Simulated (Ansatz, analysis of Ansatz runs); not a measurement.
# Be3N2 (P6_3/mmc), V_Be hop (2.3 Å): attempt frequency at charge −2, part 2 of 2

Aim: the prefactor of a hop in Be3N2 (P6_3/mmc) (V_Be hop (2.3 Å), charge −2) from the modes of the moving atom at the start and at the top of a path found beforehand. Model: a cell of 120 host atoms with 1 Be taken out.

Ansatz 0.2.0; plane-wave PAW DFT, PBEsol; finite-difference force constants of the moving atom alone.

So far. Step 2 (Vibrations of the moving atom at the start point): The three modes are 412, 745 and 872 cm⁻¹: all real, a minimum for this atom with the others held.

**3. Vibrations of the moving atom at the top of the path**

The same at the top, where the mode along the path should be imaginary.

qm2.top.modes/input.yaml reads:

```yaml
crystal:
  lattice:
    - [8.51188336, 4.91433815, 0.0]
    - [-8.51188336, 4.91433815, 0.0]
    - [0.0, 0.0, 9.71005664]
  atoms:
    - { symbol: Be, position: [0.00172945, 0.33471613, 0.07790107] }
    - { symbol: Be, position: [0.17266462, 0.17360751, 0.0758275] }
    - { symbol: Be, position: [0.33642559, -3.335e-05, 0.07875723] }
    - { symbol: Be, position: [0.00212164, 0.16892836, 0.57837375] }
    - { symbol: Be, position: [0.16792263, 0.00163832, 0.5795831] }
    - { symbol: Be, position: [0.3372841, 0.33363707, 0.58537084] }
    - { symbol: Be, position: [0.00073552, 0.16743701, 0.9218962] }
    - { symbol: Be, position: [0.16787362, 0.0010851, 0.92303707] }
    - { symbol: Be, position: [0.34562468, 0.34773133, 0.91046593] }
    - { symbol: Be, position: [-0.00129284, 0.33467639, 0.42232336] }
    - { symbol: Be, position: [0.16923592, 0.16817694, 0.42273537] }
    - { symbol: Be, position: [0.33239654, -0.00061483, 0.42311898] }
    - { symbol: Be, position: [0.00232967, 0.00237495, 0.24601426] }
    - { symbol: Be, position: [0.16704917, 0.33446137, 0.25777414] }
    - { symbol: Be, position: [0.33435325, 0.16651458, 0.24937872] }
    - { symbol: Be, position: [0.00019723, 0.00047639, 0.74928447] }
    - { symbol: Be, position: [0.16649026, 0.33225588, 0.75273427] }
    - { symbol: Be, position: [0.33209804, 0.16757476, 0.75289028] }
    - { symbol: "N", position: [0.0014718, 0.00186857, 0.00103551] }
    - { symbol: "N", position: [0.16673595, 0.33547081, -0.00101435] }
    - { symbol: "N", position: [0.33503976, 0.16636657, 0.00113226] }
    - { symbol: "N", position: [0.00330768, 0.00249931, 0.50108108] }
    - { symbol: "N", position: [0.16574245, 0.3336983, 0.49658306] }
    - { symbol: "N", position: [0.33414987, 0.16560443, 0.49923043] }
    - { symbol: "N", position: [-1.232e-05, 0.334539, 0.24998434] }
    - { symbol: "N", position: [0.16867095, 0.16850733, 0.24947415] }
    - { symbol: "N", position: [0.33426728, -0.0005314, 0.25089594] }
    - { symbol: "N", position: [-0.00209961, 0.16603599, 0.7502364] }
    - { symbol: "N", position: [0.16594867, -0.00147372, 0.75122464] }
    - { symbol: "N", position: [0.32500107, 0.32599691, 0.74837697] }
    - { symbol: Be, position: [-0.0011187, 0.83323158, 0.07793418] }
    - { symbol: Be, position: [0.16664918, 0.66700874, 0.07863018] }
    - { symbol: Be, position: [0.33168866, 0.49927783, 0.07957615] }
    - { symbol: Be, position: [-0.00163326, 0.6669679, 0.57831035] }
    - { symbol: Be, position: [0.16778595, 0.50074446, 0.57795551] }
    - { symbol: Be, position: [0.33393027, 0.83150657, 0.57713988] }
    - { symbol: Be, position: [-0.00044138, 0.66692091, 0.92184638] }
    - { symbol: Be, position: [0.16879018, 0.50192359, 0.92118451] }
    - { symbol: Be, position: [0.33388375, 0.83163743, 0.92167783] }
    - { symbol: Be, position: [0.00207002, 0.83636506, 0.42236005] }
    - { symbol: Be, position: [0.16457889, 0.66533605, 0.42218464] }
    - { symbol: Be, position: [0.33622349, 0.50450208, 0.42407776] }
    - { symbol: Be, position: [-0.00163368, 0.50041037, 0.24616997] }
    - { symbol: Be, position: [0.16672461, 0.83380321, 0.24868954] }
    - { symbol: Be, position: [0.33227078, 0.66669954, 0.25101058] }
    - { symbol: Be, position: [0.00031022, 0.50056488, 0.74942141] }
    - { symbol: Be, position: [0.1672792, 0.83397173, 0.74888108] }
    - { symbol: Be, position: [0.33559007, 0.66956191, 0.74550043] }
    - { symbol: "N", position: [-0.00093808, 0.50070919, 0.00104694] }
    - { symbol: "N", position: [0.16700006, 0.83363519, 0.00162416] }
    - { symbol: "N", position: [0.33171873, 0.66665019, 0.00433082] }
    - { symbol: "N", position: [-0.00262687, 0.49956478, 0.50104444] }
    - { symbol: "N", position: [0.16621779, 0.83408402, 0.50039307] }
    - { symbol: "N", position: [0.32645552, 0.66420101, 0.49857624] }
    - { symbol: "N", position: [0.00073831, 0.83489846, 0.25003992] }
    - { symbol: "N", position: [0.1650092, 0.66666795, 0.25021686] }
    - { symbol: "N", position: [0.33342332, 0.50056752, 0.2514815] }
    - { symbol: "N", position: [0.00244822, 0.66831553, 0.75020611] }
    - { symbol: "N", position: [0.16674055, 0.50085396, 0.74982356] }
    - { symbol: "N", position: [0.33277103, 0.83498573, 0.74956561] }
    - { symbol: Be, position: [0.50035633, 0.33388252, 0.07780243] }
    - { symbol: Be, position: [0.66436604, 0.16382824, 0.07875799] }
    - { symbol: Be, position: [0.83391453, 0.00056722, 0.07863351] }
    - { symbol: Be, position: [0.50019416, 0.16675673, 0.57942666] }
    - { symbol: Be, position: [0.66656834, -0.0021483, 0.57701433] }
    - { symbol: Be, position: [0.83262592, 0.33396444, 0.57955844] }
    - { symbol: Be, position: [0.50028992, 0.16795, 0.92186243] }
    - { symbol: Be, position: [0.66655529, -0.00212318, 0.92156184] }
    - { symbol: Be, position: [0.83244446, 0.33348679, 0.92304667] }
    - { symbol: Be, position: [0.50046708, 0.33291356, 0.42235851] }
    - { symbol: Be, position: [0.66827805, 0.16743058, 0.4231083] }
    - { symbol: Be, position: [0.83623262, 0.0012243, 0.42216132] }
    - { symbol: Be, position: [0.50035043, -0.00243533, 0.26286322] }
    - { symbol: Be, position: [0.66635439, 0.33248873, 0.24890158] }
    - { symbol: Be, position: [0.83397315, 0.16741689, 0.2488035] }
    - { symbol: Be, position: [0.50029408, 0.00048792, 0.75220715] }
    - { symbol: Be, position: [0.66839027, 0.33574358, 0.75250696] }
    - { symbol: Be, position: [0.83321032, 0.1670197, 0.74901648] }
    - { symbol: "N", position: [0.50031477, -0.00143422, -0.00132661] }
    - { symbol: "N", position: [0.66555467, 0.33159841, 0.00132786] }
    - { symbol: "N", position: [0.83356094, 0.16691867, 0.00155033] }
    - { symbol: "N", position: [0.50025319, -0.0008692, 0.49828888] }
    - { symbol: "N", position: [0.66642848, 0.33167081, 0.49940457] }
    - { symbol: "N", position: [0.83440085, 0.16820572, 0.50030306] }
    - { symbol: "N", position: [0.50038373, 0.33321629, 0.25037377] }
    - { symbol: "N", position: [0.66647498, 0.16555843, 0.25091144] }
    - { symbol: "N", position: [0.83574595, 0.00203105, 0.25019558] }
    - { symbol: "N", position: [0.50023691, 0.1668061, 0.7505625] }
    - { symbol: "N", position: [0.66767956, 0.00233006, 0.74947584] }
    - { symbol: "N", position: [0.83451871, 0.33283793, 0.75121567] }
    - { symbol: Be, position: [0.50048979, 0.83234053, 0.08015344] }
    - { symbol: Be, position: [0.66915621, 0.6680778, 0.07965507] }
    - { symbol: Be, position: [0.82814176, 0.50142383, 0.07591222] }
    - { symbol: Be, position: [0.66303517, 0.49666058, 0.58544804] }
    - { symbol: Be, position: [0.83280244, 0.8332754, 0.5777983] }
    - { symbol: Be, position: [0.50035347, 0.66141496, 0.92094935] }
    - { symbol: Be, position: [0.65491253, 0.50242976, 0.91048458] }
    - { symbol: Be, position: [0.83160367, 0.83332389, 0.92106177] }
    - { symbol: Be, position: [0.50026854, 0.82031251, 0.42928452] }
    - { symbol: Be, position: [0.66436175, 0.66852198, 0.42419474] }
    - { symbol: Be, position: [0.83128988, 0.49917555, 0.42273992] }
    - { symbol: Be, position: [0.50035883, 0.50045263, 0.24573628] }
    - { symbol: Be, position: [0.66845415, 0.8347912, 0.25171819] }
    - { symbol: Be, position: [0.83362187, 0.6677627, 0.25812205] }
    - { symbol: Be, position: [0.49970253, 0.61432964, 0.61627981] }
    - { symbol: Be, position: [0.66485639, 0.83411503, 0.74520876] }
    - { symbol: Be, position: [0.83392203, 0.66598512, 0.75247484] }
    - { symbol: "N", position: [0.50029253, 0.50080916, 0.00680803] }
    - { symbol: "N", position: [0.66885194, 0.83522701, 0.00416852] }
    - { symbol: "N", position: [0.83384791, 0.66905617, -0.00104101] }
    - { symbol: "N", position: [0.50029581, 0.49623405, 0.49749266] }
    - { symbol: "N", position: [0.67425137, 0.83820247, 0.4983392] }
    - { symbol: "N", position: [0.83481542, 0.66821987, 0.49657757] }
    - { symbol: "N", position: [0.50036837, 0.8317376, 0.25337125] }
    - { symbol: "N", position: [0.66730656, 0.66750662, 0.25153132] }
    - { symbol: "N", position: [0.83205288, 0.50020703, 0.24952385] }
    - { symbol: "N", position: [0.50019764, 0.67696399, 0.75941311] }
    - { symbol: "N", position: [0.67543534, 0.50118902, 0.74843158] }
    - { symbol: "N", position: [0.83369419, 0.83432215, 0.74967136] }
  symmetry: { detect: false }
total_charge: -2
basis:
  ecutwfc: 420
  xc_grid: 2
hamiltonian:
  xc: pbesol
kpoints:
  mp_grid: { grid: [1, 1, 1], shift: [0.25, 0.25, 0.25] }
scf:
  occupations: { method: fixed }
  max_iter: 150
phonons:
  supercell: [1, 1, 1]
  displaced_sites: [104]
  amplitude: 0.02
```

Command:

```console
ansatz run input.yaml --threads 4 --pin off --max-ram 14131MiB --backend cpu --events-out ev --progress --plain --runs-dir out
```

Output:

```text
[...]
Crystal: 119 atoms, lattice volume = 812.349 Å³
Basis set: ecut = 420 eV, 15933 PW (Γ), exchange–correlation on 144×144×144 points (8 copies of the dense FFT grid, shifted against one another)
Bands: 311, of which v1, the nominal top of the filled ones, is band 192 counted from 1 (191 counted from 0)
Symmetry: 1 space group operations
k-points: 1
[...]
SCF iter   1: F=—  HF=-24693.924781 eV  |F-HF|=—  |Δ(HF+E_count)|=         —  Δρ=1.49e-2  dr2=1.92e0  ethr=1.77e-3  ⟨swp⟩=6.0  Hψ=1630  notcnv=0  defer=116
[...]
SCF iter  10: F=-24693.359815 eV  HF=-24693.359815 eV  |F-HF|=9.46e-11  |Δ(HF+E_count)|=  6.40e-10  Δρ=1.83e-7  dr2=2.24e-10  ethr=1.00e-12  ⟨swp⟩=23.0  Hψ=2805  notcnv=0
SCF 1 converged in 10 iterations: F = -24693.359815 eV  dr2 = 2.24e-10
[...]
SCF iter   9: F=-24693.358269 eV  HF=-24693.358269 eV  |F-HF|=7.28e-12  |Δ(HF+E_count)|=  1.46e-11  Δρ=2.88e-8  dr2=4.79e-12  ethr=1.00e-12  ⟨swp⟩=4.0  Hψ=698  notcnv=0
SCF 2 converged in 9 iterations: F = -24693.358269 eV  dr2 = 4.79e-12
[...]
SCF iter   6: F=-24693.358024 eV  HF=-24693.358024 eV  |F-HF|=2.91e-11  |Δ(HF+E_count)|=  2.18e-11  Δρ=6.52e-8  dr2=3.19e-11  ethr=1.00e-12  ⟨swp⟩=4.0  Hψ=845  notcnv=0
SCF 3 converged in 6 iterations: F = -24693.358024 eV  dr2 = 3.19e-11
[...]
SCF iter   8: F=-24693.358733 eV  HF=-24693.358733 eV  |F-HF|=5.46e-11  |Δ(HF+E_count)|=  1.82e-11  Δρ=9.92e-8  dr2=7.49e-11  ethr=1.00e-12  ⟨swp⟩=4.0  Hψ=846  notcnv=0
SCF 4 converged in 8 iterations: F = -24693.358733 eV  dr2 = 7.49e-11
[...]
SCF iter   6: F=-24693.358664 eV  HF=-24693.358664 eV  |F-HF|=1.82e-11  |Δ(HF+E_count)|=  2.55e-11  Δρ=7.29e-8  dr2=3.92e-11  ethr=1.00e-12  ⟨swp⟩=4.0  Hψ=722  notcnv=0
SCF 5 converged in 6 iterations: F = -24693.358664 eV  dr2 = 3.92e-11
[...]
SCF iter   9: F=-24693.354599 eV  HF=-24693.354599 eV  |F-HF|=0.00e0  |Δ(HF+E_count)|=  4.37e-11  Δρ=3.64e-8  dr2=8.59e-12  ethr=1.00e-12  ⟨swp⟩=4.0  Hψ=701  notcnv=0
SCF 6 converged in 9 iterations: F = -24693.354599 eV  dr2 = 8.59e-12
[...]
SCF iter   6: F=-24693.355082 eV  HF=-24693.355082 eV  |F-HF|=3.27e-11  |Δ(HF+E_count)|=  1.13e-10  Δρ=6.12e-8  dr2=2.80e-11  ethr=1.00e-12  ⟨swp⟩=4.0  Hψ=860  notcnv=0
SCF 7 converged in 6 iterations: F = -24693.355082 eV  dr2 = 2.80e-11
SCF converged after 10 iterations
Free energy (F): -24693.359815 eV
[...]
Internal energy: -24693.359815 eV  (E = F + TS)
E sigma→0 (E₀):  -24693.359815 eV
Fermi energy:    8.479745 eV
[...]
--- Forces (eV/Å), atoms counted from 1 ---
  atom   1  Be     0.00118747    -0.00003957    -0.00018669
  atom   2  Be    -0.00088820    -0.00080721     0.00143897
  [... 3 atoms left out ...]
  atom   6  Be     0.00056247     0.00515008    -0.00605656
  [... 23 atoms left out ...]
  atom  30  N     -0.00072285     0.00173061     0.00074784
  [... 17 atoms left out ...]
  atom  48  Be    -0.00276992    -0.00216160     0.00032243
  [... 45 atoms left out ...]
  atom  94  Be    -0.00482122     0.00004047    -0.00465689
  [... 1 atom left out ...]
  atom  96  Be     0.00055200    -0.00248072     0.00262386
  [... 8 atoms left out ...]
  atom 105  Be     0.00707516     0.00151870    -0.00781101
  atom 106  Be     0.00124630     0.00424727     0.00248739
  [... 4 atoms left out ...]
  atom 111  N     -0.00357822    -0.00079799     0.00204401
  [... 5 atoms left out ...]
  atom 117  N     -0.00049797    -0.00126165    -0.00067610
  atom 118  N     -0.00276889    -0.00042540    -0.00091040
  [... 1 atom left out ...]
  max |Σ_I F_I| component: 2.54e-5 eV/Å
--- Band table (eV) ---
[...]
transpose residual: 9.3e-3 eV/Å²
[...]
frequencies among the named sites at Γ of the cell (cm⁻¹): -140.72 355.57 1031.71
  unstable modes among the named sites: 1
  frequencies as built, with no sum rule (cm⁻¹): -140.72 355.57 1031.71
  zero-point energy: 0.086000 eV/cell   skipped modes (ω ≤ 0): 1, of them read as no rigid motion or as one in doubt: 1 (1.000e0 modes/cell left out, lowest -140.72 cm⁻¹)
[...]
```

Wall time 98 s (4 threads of Arm Neoverse V2, shared host); peak memory 1.6 GiB.

Read from the output:

```
free energy                : -24693.3598 eV
frequencies of moving atom : -140.7, 355.6, 1032 cm⁻¹ (negative: imaginary)
```

The three modes are 141i, 356 and 1032 cm⁻¹: one imaginary, a saddle of first order for this atom with the others held.

**4. Attempt frequency and hop rate**

Analysis of the runs above: harmonic transition-state theory from the moving atom's modes alone (Vineyard), PBEsol.

It gives:

| Item | Value |
| --- | --- |
| attempt frequency | 21.88 THz |

The hop rate by temperature:

```csv
temperature (K),hop rate (1/s)
200,4.9e-54
300,8.0e-32
400,1.0e-20
600,1.3e-9
800,4.8e-4
1000,1.02
```

**5. What came out**

```json
{
 "attempt frequency (attempt frequency and hop rate)": "21.9 THz"
}
```

**Reading.** The attempt frequency, the product of the three frequencies at the start over that of the two real ones at the top (Vineyard), is 21.9 THz. With the barrier of 2.65 eV it gives 1.3e-09 hops a second at 600 K along this one path; equivalent neighbouring sites multiply that. The host's atoms were held, though they move along the path too, so the prefactor is rough. Keep in mind: one k-point off the zone centre stands for the whole zone.

[Long decimals in the printed logs are rounded to 6 places.]

[Repeated set-up lines and some long k-point lines are left out of the logs, and relaxed atomic positions are cut to six decimals.]

[Logs are printed without paths, hosts, clocks, repeated set-up lines and the standing remarks that a program may print on its own settings, such as how far it seeks lower states.]

[Hosts, paths, dates, database ids (printed as entryN), source tags and the programs' standing remarks are cut or masked in the printed files.]
